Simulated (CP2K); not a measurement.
Consider guanidinium at its PBE geometry (Å).

```xyz
10

N    -0.5925    0.9333    0.7485
C     0.0027   -0.0022   -0.0030
N     1.3405   -0.1014   -0.0087
N    -0.7458   -0.8316   -0.7452
H    -1.6023    1.0148    0.7882
H    -0.0576    1.5570    1.3424
H     1.9164    0.5039    0.5655
H     1.8175   -0.8115   -0.5526
H    -1.7547   -0.7392   -0.7802
H    -0.3241   -1.5231   -1.3548
```

Method: CP2K XAS_TDP, all-electron GAPW, PBEh(45%), aug-cc-pVDZ, TDA, no relativity.

Predict the bright core excitations at the C K edge.

Leading lines: C2 284.52 eV. The leading line of an atom is its first one with 35 % of the strongest within 2.5 eV of its lowest line over the strength cut. 

The first six lines of each atom with a strength over 0.0015:

| atom | energy (eV) | states | strength, one atom |
| --- | --- | --- | --- |
| C2 (bonded to 3 N) | 284.52 | 1 | 0.0836 |
|  | 290.17 | 2 | 0.0481 |
|  | 290.53 | 2 | 0.0028 |
|  | 293.17 | 1 | 0.0072 |
|  | 293.20 | 1 | 0.0072 |
|  | 293.82 | 1 | 0.0042 |

Lines are vertical, at one geometry, with no vibrational structure. Without a correction of the core level, line positions, and the gaps between valence and Rydberg lines, follow the share of exact exchange. At this level such K lines come out 3 to 6 eV under measured ones. These values hold no scalar relativity, about 0.1 eV for C 1s. Rydberg lines, and the discretised continuum above threshold, depend on the basis and the box. The ion (charge +1) is isolated, with no counter-ion or solvent.

[Banner, clock and machine lines of the logs are left out without a mark of their own.]

[Logs are printed without paths, hosts, clocks, repeated set-up lines and the standing remarks that a program may print on its own settings, such as how far it seeks lower states.]

[Hosts, paths, dates, database ids (printed as entryN), source tags and the programs' standing remarks are cut or masked in the printed files.]
